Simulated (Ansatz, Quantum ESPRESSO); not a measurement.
## ZnS (F-43m): the LO frequency by hand

How high does the longitudinal optical mode of ZnS (F-43m) lie, given the transverse one, the Born charge and ε∞?

Main program and level: Quantum ESPRESSO 8.0 development, patched; DFT LDA, scalar-relativistic, plane waves, PseudoDojo norm-conserving pseudopotentials.

The database entry behind the starting cell differs from later determinations by our own check (about 0.1 % short), so it need not match the best structure at ambient conditions.

## Step 1: Set-up

Symmetry: F-43m, No. 216, cubic system. The conventional cell has a = 5.295 Å, b = 5.295 Å, c = 5.295 Å, α = 90.00°, β = 90.00°, γ = 90.00°. Zn has 4 S at 2.29 Å nearest. S has 4 Zn at 2.29 Å nearest. Farther neighbours and most contacts between anions are not listed.

As a file:

```cif
data_structure
_symmetry_space_group_name_H-M 'P 1'
_symmetry_Int_Tables_number 1
_cell_length_a 3.7441
_cell_length_b 3.7441
_cell_length_c 3.7441
_cell_angle_alpha 60.000
_cell_angle_beta 60.000
_cell_angle_gamma 60.000
_cell_volume 37.11
loop_
_atom_site_label
_atom_site_type_symbol
_atom_site_fract_x
_atom_site_fract_y
_atom_site_fract_z
_atom_site_occupancy
Zn1 Zn 0.25000 0.25000 0.25000 1
S2 S 0.00000 0.00000 0.00000 1
```

This is the cell after its relaxation at this level of theory, not the database cell from which that began.

## Step 2: What the response run gave

A linear-response run on the relaxed cell, with the response to an electric field; only its zone-centre results are used. Cutoff 84 Ry, k mesh 8×8×8.

Log:

```text
[banners, grids, parts of the stress and lines that vanish by symmetry left out]
Program PHONON v.8.0dev
     Dynamical matrices for q-points given in input
     (   1q-points):
[...]
Exchange-correlation= PW
                           (   1   4   0   0   0   0   0)
[...]
kinetic-energy cut-off    =      84.0000  Ry
     charge density cut-off    =     336.0000  Ry
     convergence threshold     =      1.0E-18
[...]
Exchange-correlation= PW
                           (   1   4   0   0   0   0   0)
[...]
q = (   0.0000000   0.0000000   0.0000000 )
     25 Sym.Ops. (with q -> -q+G )
     G cutoff =  852.1179  (  26229 G-vectors)     FFT grid: ( 45, 45, 45)
     number of k points=    29
[...]
Mode symmetry, T_d (-43m)  point group:
[...]
Dielectric constant
[...]
End of electric fields calculation
          Dielectric constant in cartesian axis
          (       6.333595576       0.000000000       0.000000000 )
          (       0.000000000       6.333595576       0.000000000 )
          (       0.000000000      -0.000000000       6.333595576 )
          Effective charges (d Force / dE) in cartesian axis without acoustic sum rule applied (asr)
           atom    1  Zn    Mean Z*:        1.90724
      Ex  (        1.90724        0.00000        0.00000 )
      Ey  (        0.00000        1.90724       -0.00000 )
      Ez  (       -0.00000       -0.00000        1.90724 )
           atom    2  S     Mean Z*:       -1.92558
      Ex  (       -1.92558        0.00000        0.00000 )
      Ey  (       -0.00000       -1.92558       -0.00000 )
      Ez  (        0.00000        0.00000       -1.92558 )
          Effective charges Sum: Mean:       -0.01834
[...]
Effective charges (d Force / dE) in cartesian axis with asr applied:
           atom    1  Zn    Mean Z*:        1.91641
[...]
atom    2  S     Mean Z*:       -1.91641
[...]
Dielectric constant from finite-differences
          (       6.333501488       0.000000000       0.000000000 )
          (       0.000000000       6.333501488       0.000000000 )
          (       0.000000000       0.000000000       6.333501488 )
[...]
(      -0.000000000       0.000000000      -0.000000000 )
          (      -0.000000000      -0.000000000      16.497662528 )
          (      -0.000000000      16.497662528      -0.000000000 )
          (      -0.000000000      -0.000000000      16.497662528 )
          (      -0.000000000      -0.000000000       0.000000000 )
          (      16.497662528      -0.000000000      -0.000000000 )
          (      -0.000000000      16.497662528       0.000000000 )
          (      16.497662528      -0.000000000       0.000000000 )
[...]
(       0.000000000       0.000000000      -0.000000000 )
          (      -0.131155346      -0.000000000       0.000000000 )
          (      -0.000000000      -0.131155346      -0.000000000 )
          (      -0.131155346      -0.000000000      -0.000000000 )
          (       0.000000000       0.000000000      -0.000000000 )
[...]
Representation #   1 modes #   1   2   3
[...]
End of self-consistent calculation
     Convergence has been achieved
     Representation #   2 modes #   4   5   6
[...]
End of self-consistent calculation
     Convergence has been achieved
[...]
Dielectric constant in cartesian axis
          (       6.333595576       0.000000000       0.000000000 )
          (       0.000000000       6.333595576       0.000000000 )
          (       0.000000000      -0.000000000       6.333595576 )
          Effective charges (d Force / dE) in cartesian axis without acoustic sum rule applied (asr)
           atom    1  Zn    Mean Z*:        1.90724
      Ex  (        1.90724        0.00000        0.00000 )
      Ey  (        0.00000        1.90724       -0.00000 )
      Ez  (       -0.00000       -0.00000        1.90724 )
           atom    2  S     Mean Z*:       -1.92558
      Ex  (       -1.92558        0.00000        0.00000 )
      Ey  (       -0.00000       -1.92558       -0.00000 )
      Ez  (        0.00000        0.00000       -1.92558 )
          Effective charges Sum: Mean:       -0.01834
[...]
Effective charges (d Force / dE) in cartesian axis with asr applied:
           atom    1  Zn    Mean Z*:        1.91641
[...]
atom    2  S     Mean Z*:       -1.91641
[...]
q = (    0.000000000   0.000000000   0.000000000 )
[...]
freq (    1) =      -0.075032 [THz] =      -2.502785 [cm-1]
     freq (    2) =      -0.075032 [THz] =      -2.502785 [cm-1]
     freq (    3) =      -0.075032 [THz] =      -2.502785 [cm-1]
     freq (    4) =       8.751612 [THz] =     291.922342 [cm-1]
     freq (    5) =       8.751612 [THz] =     291.922342 [cm-1]
     freq (    6) =       8.751612 [THz] =     291.922342 [cm-1]
[...]
Mode symmetry, T_d (-43m)  point group:
     freq (   1-   3) =         -2.5  [cm-1]   --> T_2  G_15 P_4   I+R
     freq (   4-   6) =        291.9  [cm-1]   --> T_2  G_15 P_4   I+R

   JOB DONE.
```

```
                       quantity   value
             cell volume Ω (Å³)  37.113
                 mass of Zn (u)  65.380
                  mass of S (u)  32.060
     Born charge of Zn, raw (e)   1.907
      Born charge of S, raw (e)  -1.926
                             ε∞   6.334
ω(TO) after the sum rule (cm⁻¹)   291.9
```

## Step 3: The calculation

The charges must sum to zero over the cell; taking off their mean, -0.009 e, leaves Z* = 1.916 e on Zn. In the polar mode Zn moves against S, so the reduced mass is μ = 65.38 × 32.06 / 97.44 = 21.512 u.

A longitudinal wave builds up a field that adds to the restoring force: ω(LO)² = ω(TO)² + 4π Z*² / (μ Ω ε∞), in Hartree atomic units. With μ = 39213 electron masses and Ω = 250.45 bohr³ the second term is 7.4196e-07 Ha², or 35740 cm⁻² (1 Ha = 219474.6 cm⁻¹).

So ω(LO) = √(85223 + 35740) = 347.8 cm⁻¹, and by the Lyddane-Sachs-Teller relation ε₀ = ε∞ (ω(LO)/ω(TO))² = 8.99.

## Step 4: Check against the program

The analysis program adds the same non-analytic term to the full matrix, here for q along (1 0 0).

Log:

```text
[banner, memory and clock lines left out]
Program DYNMAT v.8.0dev

     Reading Dynamical Matrix from file g.dyn
     ...Force constants read
     ...epsilon and Z* read
     ...Raman cross sections read

     Polarizability (A^3 units)
     multiply by 0.359989 for Clausius-Mossotti correction (not under assume_isolated = 'mt')
        15.751933    0.000000    0.000000
         0.000000   15.751933   -0.000000
         0.000000    0.000000   15.751933

     IR activities are in (D/A)^2/amu units
     Raman activities are in A^4/amu units
     multiply Raman by 0.016794 for Clausius-Mossotti correction (not under assume_isolated = 'mt')

# mode   [cm-1]    [THz]      IR          Raman   depol.fact
    1     -0.00   -0.0000    0.0000         0.0001    0.7500
    2     -0.00   -0.0000    0.0000         0.0001    0.7500
    3      0.00    0.0000    0.0000         0.0001    0.7500
    4    291.93    8.7518    3.9389         0.5353    0.7500
    5    291.93    8.7518    3.9389         0.5353    0.7500
    6    347.80   10.4266    3.9389         0.5353    0.7500
```

ε₀ comes from the program's run without a direction of q.

```
    quantity  by hand  program
ω(LO) (cm⁻¹)    347.8    347.8
          ε₀     8.99     8.99
```

## Step 5: Summary of results

- TO mode: 291.9 cm⁻¹
- LO mode: 347.8 cm⁻¹
- static dielectric constant: 8.990

In words: The LO mode of ZnS (F-43m) lies at 348 cm⁻¹, 56 cm⁻¹ above the TO mode; the formula meets the program within 0.1 cm⁻¹, as it must for a cubic crystal with one polar mode. ω(LO)² − ω(TO)² goes with Z*²/ε∞: an error of 5 % in ε∞ would move the LO mode by 2.5 cm⁻¹, and semilocal functionals tend to overestimate ε∞. The raw charges miss their sum by 0.018 e, a sign that the k mesh is short for the field response, so ε∞ may be some per cent too high. These are harmonic values at zero temperature, at the volume of this functional, for the structure held cubic; stability elsewhere in the zone is no part of this calculation.

[Host names and launcher messages were left out of these logs when they were recorded.]

[Logs are printed without paths, hosts, clocks, repeated set-up lines and the standing remarks that a program may print on its own settings, such as how far it seeks lower states.]

[Hosts, paths, dates, database ids (printed as entryN), source tags and the programs' standing remarks are cut or masked in the printed files.]
